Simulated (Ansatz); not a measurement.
# Electron–phonon scattering in Ag-Zn-Zn-Ag stack of (100) layers, part 3 of 4

Question: is the lattice of Ag-Zn-Zn-Ag stack of (100) layers stable, and if so, what are its coupling constant and resistivity?

Ansatz 0.2.0; DFT PBEsol, scalar-relativistic, plane waves, PAW; PAW set soft_1.

So far. Step 4 (Phonons: q 2×2×1, k 6×6×1): Among the solved wavevectors the lowest mode, translations apart, is 37.9 cm⁻¹, so these are real on this k mesh. Step 5 (Coupling and resistivity: q 2×2×1, k 6×6×1, scattering …): The run stops because a mode is imaginary on the scattering mesh, where no scattering rate is defined; denser k meshes, other smearings and, between solved wavevectors, finer q meshes show whether the instability is real.

### 6. Electron–phonon run: q 3×3×1, k 9×9×1, scattering 12×12×1

The next rung changes the q mesh, which sets the reach of the force constants and couplings; the k mesh of the density and its response.

Input file input.yaml:

```yaml
crystal:
  lattice:
    - [2.7662764227, 0.0, 0.0]
    - [0.0, 2.7662764227, 0.0]
    - [0.0, 0.0, 35.5773943932]
  atoms:
    - { symbol: Ag, position: [0.0, 0.0, 0.1585802829] }
    - { symbol: Zn, position: [0.5, 0.5, 0.2117228436] }
    - { symbol: Zn, position: [0.0, 0.0, 0.2629802731] }
    - { symbol: Ag, position: [0.5, 0.5, 0.3161228338] }
  periodic: [true, true, false]
kpoints:
  mp_grid: { grid: [9, 9, 1] }
hamiltonian:
  xc: pbesol
  pseudopotentials: { kind: paw, azcp: { folder: soft_1 }, xc_functional: pbe }
scf:
  occupations: { method: methfessel_paxton, width: 0.2 }
output:
  eigenvalues: true
phonons:
  method: dfpt
  qmesh: [3, 3, 1]
  temperatures: { t_max: 1000, t_step: 50 }
  qpath:
    path: [[0.0, 0.0, 0.0], [0.0, 0.5, 0.0], [0.5, 0.5, 0.0], [0.0, 0.0, 0.0]]
    npoints: 10
  electrical_resistivity:
    mesh: [12, 12, 1]
    temperatures: [20.0, 50.0, 77.0, 100.0, 150.0, 200.0, 300.0, 400.0, 600.0, 800.0]
  superconductivity: { mesh: [12, 12, 1] }
```

The run is started by

```
$ ansatz run input.yaml --threads 4 --pin off --max-ram 12288MiB --backend cpu --events-out ev --progress --plain --runs-dir out
```

Numbers of over 12 decimals in the logs are rounded to 6 here.

The program printed:

```text
[...]
Crystal: 4 atoms, lattice volume = 272.248 Å³
Basis set: ecut = 420 eV, 5443 PW (Γ), exchange–correlation on 40×40×480 points (8 copies of the dense FFT grid, shifted against one another)
Bands: 38, of which v1, the nominal top of the filled ones, is band 31 counted from 1 (30 counted from 0)
Symmetry: 16 space group operations
k-points: 15 of 81 (irreducible under 8 space group operations)
[...]
SCF iter   1: F=—  HF=-21606.457616 eV  |F-HF|=—  |Δ(HF+E_count)|=         —  Δρ=3.47e-2  dr2=3.23e0  ethr=3.10e-3  ⟨swp⟩=15.6  Hψ=4546  notcnv=0
[...]
SCF iter  13: F=-21605.552102 eV  HF=-21605.552102 eV  |F-HF|=8.73e-11  |Δ(HF+E_count)|=  2.47e-10  S|Δr|=    0.00e0  Δρ=2.17e-8  dr2=9.12e-13  ethr=1.00e-12  ⟨swp⟩=22.6  Hψ=4918  notcnv=0
SCF 1 converged in 13 iterations: F = -21605.552102 eV  dr2 = 9.12e-13
[...]
k-points: 15 of 81
SCF iter   1: F=—  HF=-21606.457616 eV  |F-HF|=—  |Δ(HF+E_count)|=         —  Δρ=3.47e-2  dr2=3.23e0  ethr=3.10e-3  ⟨swp⟩=15.6  Hψ=4546  notcnv=0
[...]
SCF iter  13: F=-21605.552102 eV  HF=-21605.552102 eV  |F-HF|=3.27e-11  |Δ(HF+E_count)|=  2.47e-10  S|Δr|=    0.00e0  Δρ=2.20e-8  dr2=8.96e-13  ethr=1.00e-12  ⟨swp⟩=3.9  Hψ=1644  notcnv=0
SCF 2 converged in 13 iterations: F = -21605.552102 eV  dr2 = 8.96e-13
[...]
SCF converged after 13 iterations
[...]
Free energy (F): -21605.552102 eV
[...]
Internal energy: -21605.554519 eV  (E = F + TS)
E sigma→0 (E₀):  -21605.552706 eV
Entropy (-TS):   0.002417 eV (0.604 meV/atom)
Fermi energy:    -4.480139 eV
[...]
--- Band table (eV; the first three rows and the last of 15) ---
  k-point 0: bands = [... 27 lower, -8.2611, -7.9657, -7.7212, -7.7208, -5.5750, -3.8330, -0.2528 (-0.2670°), -0.0590 (-0.1035°), ... 3 higher]
  k-point 1: bands = [... 27 lower, -8.2464, -7.8356, -7.8337, -7.7807, -5.2088, -3.3914, -0.0250 (-0.0380°), 0.1904 (0.1442°), ... 3 higher]
  k-point 2: bands = [... 27 lower, -8.2088, -8.1112, -8.1058, -7.2127, -4.3165, -2.2742, -0.9622 (-0.9622°), 0.6613 (0.6511°), ... 3 higher]
  k-point 14: bands = [... 27 lower, -7.1684, -5.3171, -4.0376, -2.5174, -1.7017, -1.1111, -0.7322, 0.3049, ... 3 higher]
  ° read free of the cell's end (the report's vacuum.weakly_bound_levels)
[...]
ASR residual: 3.412e-5 → 0.000e0 eV/Å²; symmetrization residual: 2.720e-7 eV/Å²
[...]
ASR residual per site (eV/Å²): 1.44e-5 3.40e-5 3.41e-5 1.45e-5
[...]
--- Phonons (arbitrary-q DFPT): 3 irreducible q on the 3×3×1 mesh ---
[...]
interpolated dispersion: 31 rows × 12 modes
[...]
zero-point energy: 0.087008 eV/cell   skipped modes (ω ≤ 0): 3   left out of the sums: 4.34e-4 of the cell's modes: C_V's classical limit lies that fraction below 3 k_B per atom; for a crystal, a wire or a layer, F and S can be off by more, and a phonons.interpolated_qmesh denser along its periods is the remedy for the sampling
--- Electrical resistivity: potentials and phonons of a 3×3×1 supercell ---
  scattering by harmonic phonons alone, with no dipole-dipole term; scattering by other electrons, impurities, surfaces and spin disorder is left out, and so is spin–orbit coupling
  the resistivity is that of a variational response, whose dependence on the energy is improved iteratively
  tensors lie in the sheet's plane, the Hall coefficient along its normal; that, the resistivity and the plasma energy are of the whole cell, vacuum included; the cell is 35.577 Å high
  at the Fermi level of each mesh (of a tensor half of its trace):
           mesh   spin    states/(eV spin)  plasma energy (eV)         λ      λ_tr    ħω_log (meV)
        12×12×1                     0.5733              4.7007    0.2782    0.2353          10.590
          6×6×1                     0.5871              4.8049    0.2659    0.2350          10.935
          3×3×1                     0.5228              4.2585    0.2557    0.2442          12.465
  resistivity on the deck's mesh, µΩ·cm:
     T (K)       trace/2  mesh converged            xx            yy            zz    lowest order   relaxation time
     20.00     7.3780e-2              no     7.3780e-2     7.3780e-2      0.0000e0       1.1225e-1         1.1663e-1
     50.00     9.2593e-1             yes     9.2593e-1     9.2593e-1      0.0000e0        1.0997e0          1.1743e0
     77.00      2.1398e0              no      2.1398e0      2.1398e0      0.0000e0        2.3656e0          2.6563e0
    100.00      3.2153e0              no      3.2153e0      3.2153e0      0.0000e0        3.4721e0          3.9965e0
    150.00      5.4749e0              no      5.4749e0      5.4749e0      0.0000e0        5.8144e0          6.8355e0
    200.00      7.6413e0              no      7.6413e0      7.6413e0      0.0000e0        8.0808e0          9.5608e0
    300.00      1.1847e1              no      1.1847e1      1.1847e1      0.0000e0        1.2504e1          1.4848e1
    400.00      1.5988e1              no      1.5988e1      1.5988e1      0.0000e0        1.6873e1          2.0053e1
    600.00      2.4255e1              no      2.4255e1      2.4255e1      0.0000e0        2.5663e1          3.0430e1
    800.00      3.2597e1             yes      3.2597e1      3.2597e1      0.0000e0        3.4600e1          4.0885e1
  sheet resistance at 20 K: 0.2074 Ω
  mean free path at 20 K (of a tensor half of its trace): 4664 nm by what each carries, 3679 by the Fermi surface alone
  Hall coefficient in a weak field at 20 K (along the normal): 1.106e-10 m³/C (how far it moves between the two finest meshes is not known); by each state's relaxation time: -1.589e-10 m³/C; by a constant relaxation time: -1.321e-10 m³/C
  sheet resistance at 50 K: 2.603 Ω
[...]
sheet resistance at 77 K: 6.015 Ω
[...]
sheet resistance at 100 K: 9.038 Ω
[...]
sheet resistance at 150 K: 15.39 Ω
[...]
sheet resistance at 200 K: 21.48 Ω
[...]
sheet resistance at 300 K: 33.30 Ω
[...]
sheet resistance at 400 K: 44.94 Ω
[...]
sheet resistance at 600 K: 68.17 Ω
[...]
sheet resistance at 800 K: 91.62 Ω
[...]
the resistivity times a path that all electrons share, by the Fermi surface of the deck's mesh alone (half of the trace): 2.714e-15 Ω·m²
  not converged in the mesh (λ; the resistivity at 20 K by 4.47 %; the resistivity at 77 K by 2.89 %; the resistivity at 100 K by 3.21 %; the resistivity at 150 K by 3.43 %; the resistivity at 200 K by 3.53 %; the resistivity at 300 K by 3.57 %; the resistivity at 400 K by 3.37 %; the resistivity at 600 K by 2.37 %): between neighbouring meshes, the two finest first, λ moves by 4.39 % and 3.85 %, λ_tr by 0.11 % and 3.90 % and the resistivity by up to 4.47 % and 26.89 %; an estimate, no bound, puts it up to 9.9e-7 % above the Boltzmann equation's exact value after up to 6 iterations (at most 30 are made, fewer where the estimate is under 1.0e-6 % of each spin channel's own resistivity)
  vibrations of 9 cells: unjudged by the run; compare a larger repeat
  the changes of the potential over all sites missed a rigid shift's by 0.16 % (the site terms' by 0.03 %)
--- Superconductivity: potentials and phonons of a 3×3×1 supercell ---
           mesh         λ    ħω_log (meV)  μ* declared at (meV)
        12×12×1    0.2782          10.590               14.072
          6×6×1    0.2659          10.935               13.979
          3×3×1    0.2557          12.465               15.099
  λ by the species' shares of the modes' patterns: Ag 0.1467, Zn 0.1314
  with the Fermi level up to 24.6 meV (the hardest mode) off, states and modes as they are: density of states 0.5396 to 0.5770 /eV of one spin and cell, λ 0.2681 to 0.2790
  transition temperature on the deck's mesh (K), isotropic and anisotropic, restricted to the Fermi surface (FSR) and over the full bandwidth (FBW), and the last with the density of states resolved in a narrower window:
        μ*   McMillan   Allen–Dynes      iso. FSR      iso. FBW    aniso. FSR    aniso. FBW  narrow window
      0.08      0.076         0.076    none_found    none_found         0.118         0.118          0.118
      0.10      0.026         0.027    none_found    none_found    none_found    none_found     none_found
      0.12      0.006         0.007    none_found    none_found    none_found    none_found     none_found
      0.13      0.003         0.003    none_found    none_found    none_found    none_found     none_found
      0.14      0.001         0.001    none_found    none_found    none_found    none_found     none_found
      0.16      0.000         0.000    none_found    none_found    none_found    none_found     none_found
      0.20      0.000         0.000    none_found    none_found    none_found    none_found     none_found
  none_found: no transition down to 0.1 K
  isotope coefficients −∂ln Tc/∂ln M under μ* = 0.13, the force constants as they are, of the isotropic transitions restricted to the Fermi surface and over the full bandwidth: Ag - and -, Zn - and -
  not converged in the mesh (λ): between neighbouring meshes, the two finest first, λ moves by 4.39 % and 3.85 % and the anisotropic transition temperature over the full bandwidth at μ* = 0.13 by nothing (neither mesh has one) and nothing (neither mesh has one); converged means that the two finest part by at most 2.00 % and 5.00 %
  vibrations of 9 cells: unjudged by the run; compare a larger repeat
[...]
```

The job ended after 9.3 min (4 threads of Arm Neoverse V2, shared host; peak memory 4 GiB; 36 min of CPU time).

This step gave:

| Property | Result |
| --- | --- |
| zero-point energy | 0.08701 eV/cell |
| share of imaginary modes in the plain interpolation between solved wavevectors | 0 |
| highest frequency, solved or plainly interpolated | 198.6 cm⁻¹ |
| cell height | 35.58 Å |
| sheet resistance 300K | 33.3 Ω/square, mean in the plane |
| resistivity at 300 K | 11.85 μΩ cm, mean of the axes, of the whole cell with its vacuum |
| coupling constant λ | 0.2782 |
| density of states at the Fermi level | 0.5733 states/eV a spin and cell |
| log mean phonon energy ħω_log | 10.59 meV |
| transport coupling constant λ_tr | 0.2353, 0.2353, 0 (xx, yy, zz) |
| Drude plasma energy | 4.701, 4.701, 0 eV (xx, yy, zz), of the whole cell with its vacuum |
| second-moment phonon energy ħω₂ | 14.07 meV |

Of the whole cell with its vacuum, so only the sheet resistance is a property of the layer; the means are those of the plane. Resistivity, by row:

```
T (K)  ρ_xx (μΩ cm)     ρ_yy  ρ_zz  ρ by Ziman's lowest order, mean  ρ by relaxation times, mean  within 2 % of the coarser mesh
   20       0.07378  0.07378     -                           0.1122                       0.1166                              no
   50        0.9259   0.9259     -                              1.1                        1.174                             yes
   77          2.14     2.14     -                            2.366                        2.656                              no
  100         3.215    3.215     -                            3.472                        3.997                              no
  150         5.475    5.475     -                            5.814                        6.835                              no
  200         7.641    7.641     -                            8.081                        9.561                              no
  300         11.85    11.85     -                             12.5                        14.85                              no
  400         15.99    15.99     -                            16.87                        20.05                              no
  600         24.25    24.25     -                            25.66                        30.43                              no
  800          32.6     32.6     -                             34.6                        40.88                             yes
```

The self-energy step met imaginary modes, so this run fell back to plain Fourier phonons and is not comparable with runs that kept it. By its own test the run is not converged in the mesh. λ = 0.278 and 33.3 Ω per square at 300 K.

### 7. Resistivity: scattering mesh 20×20×1

The next rung changes the scattering mesh, which samples the Fermi surface.

Changes to input.yaml since step 6:

```diff
@@ -28,4 +28,4 @@
   electrical_resistivity:
-    mesh: [12, 12, 1]
+    mesh: [20, 20, 1]
     temperatures: [20.0, 50.0, 77.0, 100.0, 150.0, 200.0, 300.0, 400.0, 600.0, 800.0]
-  superconductivity: { mesh: [12, 12, 1] }
+  superconductivity: { mesh: [20, 20, 1] }
```

The program printed:

```text
[...]
Crystal: 4 atoms, lattice volume = 272.248 Å³
Basis set: ecut = 420 eV, 5443 PW (Γ), exchange–correlation on 40×40×480 points (8 copies of the dense FFT grid, shifted against one another)
Bands: 38, of which v1, the nominal top of the filled ones, is band 31 counted from 1 (30 counted from 0)
Symmetry: 16 space group operations
k-points: 15 of 81 (irreducible under 8 space group operations)
[...]
0.16      0.001         0.001    none_found    none_found    none_found    none_found     none_found
      0.20      0.000         0.000    none_found    none_found    none_found    none_found     none_found
  none_found: no transition down to 0.1 K
[...]
gaps at the Fermi level over the full bandwidth under μ* = 0.1, 0.032 K: 0.006 to 0.030 meV
[...]
vibrations of 9 cells: unjudged by the run; compare a larger repeat
[...]
[key lines of the parts left out:]
SCF converged after 13 iterations
Free energy (F): -21605.552102 eV
Fermi energy:    -4.480139 eV
```

Run time: 9.2 min. Hardware: 4 threads; peak memory 4 GiB.

This step gave:

```yaml
sheet_resistance_300k: 33.93 Ω/square, mean in the plane
resistivity_at_300_k: 12.07 μΩ cm, mean of the axes, of the whole cell with its vacuum
coupling_constant_lambda: 0.3013
density_of_states_at_the_fermi_level: 0.5986 states/eV a spin and cell
log_mean_phonon_energy_omega_log: 10.38 meV
transport_coupling_constant_lambda_tr: 0.26, 0.26, 0 (xx, yy, zz)
drude_plasma_energy: 4.84, 4.84, 0 eV (xx, yy, zz), of the whole cell with its vacuum
second_moment_phonon_energy_omega: 14.09 meV
```

The Eliashberg function α²F has structure finer than the step of the table below, so its rows give means over 0.5 meV, whole bins alone (the curve runs from 0.096 to 24.5 meV). Peaks (meV: height): α²F 8.37: 0.105, 9.90: 0.117, 14.14: 0.209, 15.48: 0.17, 21.64: 0.261, 23.37: 0.238; α²F tr 8.37: 0.0939, 11.06: 0.0703, 14.14: 0.199, 15.48: 0.160, 21.64: 0.216, 23.37: 0.132.

Table of Eliashberg function α²F by phonon energy; means over each step:

```csv
phonon energy (meV),α²F,α²F tr
0.5,2.1e-4,7.7e-5
1.0,0.00123,4.4e-4
1.5,0.00337,0.00208
2.0,0.00669,0.00536
2.5,0.0121,0.00788
3.0,0.0185,0.00935
3.5,0.0196,0.00998
4.0,0.0217,0.0112
4.5,0.0240,0.0133
5.0,0.0466,0.0355
5.5,0.0555,0.0450
6.0,0.0508,0.0323
6.5,0.0629,0.0337
7.0,0.0800,0.0482
7.5,0.0957,0.0706
8.0,0.0918,0.0797
8.5,0.0779,0.0738
9.0,0.0476,0.0490
9.5,0.0445,0.0441
10.0,0.0677,0.0475
10.5,0.0339,0.0401
11.0,0.0392,0.0605
11.5,0.0311,0.0484
12.0,0.0400,0.0587
12.5,0.0803,0.127
13.0,0.116,0.176
13.5,0.136,0.164
14.0,0.172,0.172
14.5,0.119,0.129
15.0,0.134,0.145
15.5,0.153,0.147
16.0,0.111,0.105
16.5,0.0578,0.0544
17.0,0.0453,0.0428
17.5,0.0464,0.0434
18.0,0.0576,0.0549
18.5,0.0569,0.0558
19.0,0.0614,0.0553
19.5,0.0666,0.0516
20.0,0.0737,0.0547
20.5,0.0830,0.0631
21.0,0.114,0.0902
21.5,0.222,0.184
22.0,0.153,0.131
22.5,0.151,0.118
23.0,0.188,0.116
23.5,0.185,0.111
24.0,0.124,0.0771
```

The self-energy step met imaginary modes, so this run fell back to plain Fourier phonons and is not comparable with runs that kept it. By its own test the run is not converged in the mesh. λ = 0.301 and 33.9 Ω per square at 300 K, against 0.278 and 33.3 in the run with q 3×3×1, k 9×9×1, scattering 12×12×1 (+8.3 % and +1.9 %). The run's own test puts 8 % between its two finest meshes on the component of the resistivity at 300 K that moves most, more than that change. By the run's own test λ moves by 12 % between its two finest scattering meshes.

(Part 3 of 4 ends here.)

[Logs are printed without paths, hosts, clocks, repeated set-up lines and the standing remarks that a program may print on its own settings, such as how far it seeks lower states.]

[Hosts, paths, dates, database ids (printed as entryN), source tags and the programs' standing remarks are cut or masked in the printed files.]
